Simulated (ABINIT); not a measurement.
# A GW chain in ABINIT: BaTiO3 (Pm-3m), part 3 of 3

How does a plane-wave GW calculation on BaTiO3 (Pm-3m) run from the first input to the gap?

ABINIT 10.8.3; LDA and many-body steps on it, plane waves. Known limits of the many-body steps: not at the basis limit; no spin-orbit coupling; coarse k mesh.

So far. Step 4 (Empty states on the mesh, 4×4×4 mesh, 148 bands): On this mesh the gap is 1.712 eV. Step 5 (Screening, 4×4×4 mesh, 140 bands, screening to 130.6 eV): Local fields lower ε∞ by 6 %. On a Γ-centred mesh this coarse the value itself is usually too large, while a short band sum pulls it down.

## Step 6: Self-energy, 4×4×4 mesh, 140 bands, screening to 130.6 eV

The self-energy is evaluated for the states that the input lists, and the levels follow from it, in one-shot runs by the linearised quasiparticle equation.

This step: G0W0 on LDA, plane waves, norm-conserving pseudopotentials.

Input file run.abi:

```
acell 3*1.0 Angstrom
rprim 
  4.006000000000 0.000000000000 0.000000000000
  0.000000000000 4.006000000000 0.000000000000
  0.000000000000 0.000000000000 4.006000000000
ntypat 3
znucl 56 22 8
natom 5
typat 1 2 3 3 3
xred 
  0.500000000000 0.500000000000 0.500000000000
  0.000000000000 0.000000000000 0.000000000000
  0.500000000000 0.000000000000 0.000000000000
  0.000000000000 0.500000000000 0.000000000000
  0.000000000000 0.000000000000 0.500000000000
pp_dirpath "pseudos"
pseudos "Ba.upf, Ti.upf, O.upf"
ecut 38
ngkpt 4 4 4
nshiftk 1
shiftk 0 0 0
kptopt 1
chksymbreak 0
istwfk *1
occopt 1
irdwfk 1
optdriver 4
nband 140
gwcalctyp 0
ecutsigx 38
symsigma 1
nkptgw 4
kptgw 
  0.5000000000 0.5000000000 0.5000000000
  0.0000000000 0.0000000000 0.0000000000
  0.5000000000 0.0000000000 0.0000000000
  0.5000000000 0.5000000000 0.0000000000
bdgw 
  18 23
  18 23
  19 23
  18 22
ecuteps 4.8
irdscr 1
ppmodel 1
indata_prefix "in"
outdata_prefix "out"
tmpdata_prefix "tmp"
```

Command:

```bash
OMP_NUM_THREADS=1 mpirun -n 8 abinit run.abi > log
```

Numbers of over 12 decimals in the logs are rounded to 6 here.

The program printed:

```text
.Version 10.8.3 of ABINIT. v10.8.2 released Aug 2026.

 Symmetries : space group Pm -3 m (#221); Bravais cP (primitive cubic)
[... echo of the input left out ...]
== DATASET  1 ==================================================================
-   mpi_nproc: 8, omp_nthreads: 1 (-1 if OMP is not activated)

--- !DatasetInfo
iteration_state: {dtset: 1, }
dimensions: {natom: 5, nkpt: 10, mband: 140, nsppol: 1, nspinor: 1, nspden: 1, mpw: 4945, }
cutoff_energies: {ecut:  38.0, pawecutdg:  -1.0, }
electrons: {nelect:   4.00000000E+01, charge:   0.00000000E+00, occopt:   1.00000000E+00, tsmear:   1.00000000E-02, }

 SIGMA: Calculation of the GW corrections

 Based on a program developped by R.W. Godby, V. Olevano, G. Onida, and L. Reining.
 Incorporated in ABINIT by V. Olevano, G.-M. Rignanese, and M. Torrent.
.Using double precision arithmetic ; gwpc =  8

[... cell and pseudopotentials left out ...]
--------------------------------------------------------------------------------

 ==== K-mesh for the wavefunctions ====
 Number of points in the irreducible wedge :    10
[... list of points left out ...]
 Together with 48 symmetry operations and time-reversal symmetry
 yields    64 points in the full Brillouin Zone.

 ==== Q-mesh for screening function ====
 Number of points in the irreducible wedge :    10
[... list of points left out ...]
 Together with 48 symmetry operations and time-reversal symmetry
 yields    64 points in the full Brillouin Zone.

 vcoul_init : cutoff-mode = AUXILIARY_FUNCTION
 q-points for optical limit:   1
     1)      0.000010    0.000020    0.000030
 setmesh: FFT mesh size selected  =    45x   45x   45
          total number of points  =        91125

 Number of electrons calculated from density =   40.0000; Expected =   40.0000
 average of density, n =  0.092200
 r_s =    1.3732
 omega_plasma =   29.2901 [eV]

 === KS Band Gaps ===
  >>>> For spin  1
   Minimum direct gap =   1.8483 [eV], located at k-point      :   0.0000  0.0000  0.0000
   Fundamental gap    =   1.7123 [eV], Top of valence bands at :   0.5000  0.5000  0.5000
                                       Bottom of conduction at :   0.0000  0.0000  0.0000
 SIGMA fundamental parameters:
 PLASMON POLE MODEL  1
 number of plane-waves for SigmaX                 4945
 number of plane-waves for SigmaC and W            203
 number of plane-waves for wavefunctions          4945
 number of bands                                   140
 number of independent spin polarizations            1
 number of spinorial components                      1
 number of k-points in IBZ                          10
 number of q-points in IBZ                          10
 number of symmetry operations                      48
 number of k-points in BZ                           64
 number of q-points in BZ                           64
 number of frequencies for dSigma/dE                 9
 frequency step for dSigma/dE [eV]                0.25
 number of omega for Sigma on real axis              0
 max omega for Sigma on real axis  [eV]           0.00
 zcut for avoiding poles [eV]                     0.10

 EPSILON^-1 parameters (SCR file):
 dimension of the eps^-1 matrix on file            203
 dimension of the eps^-1 matrix used               203
 number of plane-waves for wavefunctions          4945
 number of bands                                   140
 number of q-points in IBZ                          10
 number of frequencies                               2
 number of real frequencies                          1
 number of imag frequencies                          1

 matrix elements of self-energy operator (all in [eV])

 Perturbative Calculation

--- !SelfEnergy_ee
iteration_state: {dtset: 1, }
kpoint     : [   0.500,    0.500,    0.500, ]
spin       : 1
KS_gap     :    4.186
QP_gap     :    5.900
Delta_QP_KS:    1.713
data: !SigmaeeData |
     Band     E0 <VxcDFT>   SigX SigC(E0)      Z dSigC/dE  Sig(E)    E-E0       E
       18   6.244 -19.735 -24.909   5.020   0.762  -0.313 -19.852  -0.117   6.127
       19   6.244 -19.735 -24.909   5.020   0.762  -0.313 -19.852  -0.117   6.127
       20   6.244 -19.735 -24.909   5.020   0.762  -0.313 -19.852  -0.117   6.127
       21  10.430 -21.684 -13.136  -6.379   0.736  -0.359 -20.088   1.596  12.026
       22  10.430 -21.684 -13.136  -6.379   0.736  -0.359 -20.088   1.596  12.026
       23  10.430 -21.684 -13.136  -6.379   0.736  -0.359 -20.088   1.596  12.026

--- !SelfEnergy_ee
iteration_state: {dtset: 1, }
kpoint     : [   0.000,    0.000,    0.000, ]
spin       : 1
KS_gap     :    1.848
QP_gap     :    3.437
Delta_QP_KS:    1.589
data: !SigmaeeData |
     Band     E0 <VxcDFT>   SigX SigC(E0)      Z dSigC/dE  Sig(E)    E-E0       E
       18   6.108 -19.970 -24.841   4.700   0.768  -0.302 -20.101  -0.131   5.977
       19   6.108 -19.970 -24.841   4.700   0.768  -0.302 -20.101  -0.131   5.977
       20   6.108 -19.970 -24.841   4.700   0.768  -0.302 -20.101  -0.131   5.977
       21   7.956 -18.786 -11.388  -5.521   0.777  -0.287 -17.328   1.458   9.414
[...]
--- !SelfEnergy_ee
iteration_state: {dtset: 1, }
kpoint     : [   0.500,    0.000,    0.000, ]
spin       : 1
KS_gap     :    2.578
QP_gap     :    4.263
Delta_QP_KS:    1.685
data: !SigmaeeData |
     Band     E0 <VxcDFT>   SigX SigC(E0)      Z dSigC/dE  Sig(E)    E-E0       E
[...]
--- !SelfEnergy_ee
iteration_state: {dtset: 1, }
kpoint     : [   0.500,    0.500,    0.000, ]
spin       : 1
KS_gap     :    3.586
QP_gap     :    5.266
Delta_QP_KS:    1.680
data: !SigmaeeData |
     Band     E0 <VxcDFT>   SigX SigC(E0)      Z dSigC/dE  Sig(E)    E-E0       E
       18   5.386 -18.663 -23.811   4.812   0.766  -0.305 -18.921  -0.257   5.128
       19   5.386 -18.663 -23.811   4.812   0.766  -0.305 -18.921  -0.257   5.128
       20   6.169 -19.570 -24.734   4.994   0.763  -0.311 -19.699  -0.129   6.040
       21   9.754 -21.241 -13.313  -5.848   0.746  -0.341 -19.689   1.552  11.306
       22   9.754 -21.241 -13.313  -5.848   0.746  -0.341 -19.689   1.552  11.306

== END DATASET(S) ==============================================================
================================================================================

 -outvars: echo values of variables after computation  --------
           etotal      0.0000000000E+00
            nband         140
             nkpt          10
          spgroup         221
 [... the other variables as echoed above ...]

 Calculation completed.
```

Elapsed: 17 s, on 8 MPI ranks of Arm Neoverse V1, shared host; peak memory 1.8 GiB; 2.3 min of CPU time.

Numbers from this step:

- G0W0 gap on the mesh: 3.287 eV
- starting gap on the mesh: 1.712 eV
- k of the valence top: 0.5, 0.5, 0.5
- k of the conduction bottom: 0, 0, 0
- Z at the valence top: 0.762
- Z at the conduction bottom: 0.777
- least direct G0W0 gap on the computed points: 3.437 eV

The gap on the mesh goes from 1.71 eV to 3.29 eV, a correction of +1.57 eV.

Limits: finite bands, cutoff and mesh; no spin-orbit coupling; coarse k mesh. v1 is the top filled band, c1 the lowest empty one. The levels before and after the correction (eV, zero at the valence-band top of each column):

|  | conduction bottom | valence top |
| --- | --- | --- |
| Kohn-Sham | 1.71 | 0.00 |
| G0W0 | 3.29 | 0.00 |

|  | level | energy (eV) |
| --- | --- | --- |
| Kohn-Sham | (0.5 0.5 0.5) v3-v1 | 0.000 |
| Kohn-Sham | (0.5 0.5 0.5) c1-c3 | 4.186 |
| Kohn-Sham | Γ v3-v1 | -0.136 |
| Kohn-Sham | Γ c1-c3 | 1.712 |
| G0W0 | (0.5 0.5 0.5) v3-v1 | 0.000 |
| G0W0 | (0.5 0.5 0.5) c1-c3 | 5.899 |
| G0W0 | Γ v3-v1 | -0.150 |
| G0W0 | Γ c1-c3 | 3.287 |

## Step 7: Where the time went

Times are wall times on 8 MPI ranks of Arm Neoverse V1, shared host. The host was busy with other work, so they are no guide to cost.

| step | time | share | memory (GiB) |
| --- | --- | --- | --- |
| ground state | 24 s | 9 % | 0.63 |
| bands along the symmetry lines | 24 s | 8 % | 0.62 |
| empty states on the mesh | 2.7 min | 58 % | 10 |
| screening | 54 s | 19 % | 2.2 |
| self-energy | 17 s | 6 % | 1.8 |

## Step 8: Outcome

* LDA gap: 1.71 eV, indirect
* G0W0 gap on the mesh: 3.29 eV
* GW settings: 4×4×4 mesh, 140 bands, screening to 130.6 eV, Godby-Needs plasmon pole
* known limits: not at the basis limit; no spin-orbit coupling; coarse k mesh

**Reading.** G0W0 moves the gap on the mesh from 1.71 eV to 3.29 eV (+1.57 eV), with Z of 0.76 and 0.78 at the edges. Local fields lower the RPA ε∞ on this mesh from 7.56 to 7.13; a Γ-centred mesh this coarse tends to raise both, most where the direct gap is narrow, while a short band sum lowers them. The dearest step here is «empty states on the mesh». Against experiment, by G0W0@LDA: the gap of 3.29 eV lies +0.09 eV from the measured 3.2 eV (optical, 2024); the gap of 3.29 eV lies +0.01 eV from the measured 3.28 eV (optical, 2024). An exciton line or allowed optical edge lies below the quasiparticle gap by the binding energy; a forbidden edge can push the onset above it. The calculation has static nuclei and no excitons; a measured gap holds zero-point and thermal motion, which mostly lowers it. Bands and cutoff are finite, so the gap is not at the basis limit. The miss can reach some tenths of an eV and take either sign; the mesh is an error of its own. The 4×4×4 mesh is coarse for this cell, which bears on the long-range parts of exchange and screening. This is the ideal cubic cell; many perovskites, halides above all, are cubic only on average, and local tilts or off-centring can widen the gap. The many-body steps are scalar-relativistic: spin-orbit coupling is not in them.

[Paths, hosts, dates, memory and timing lines, banners, echoed tables and standing remarks are left out of the program output.]

[Logs are printed without paths, hosts, clocks, repeated set-up lines and the standing remarks that a program may print on its own settings, such as how far it seeks lower states.]

[Runs of the session that timed out or met a known fault of the program may be left out.]

[Hosts, paths, dates, database ids (printed as entryN), source tags and the programs' standing remarks are cut or masked in the printed files.]

[G0W0 gaps are taken among the corrected bands and points alone; a level outside them can change the order at an edge.]

[Where Ansatz stands beside ABINIT at settings called matched, ABINIT's density can come from a denser mesh and the files from another edition; pairs whose starting gaps differed by over 0.03 eV were left out, so agreement reads better than it is.]
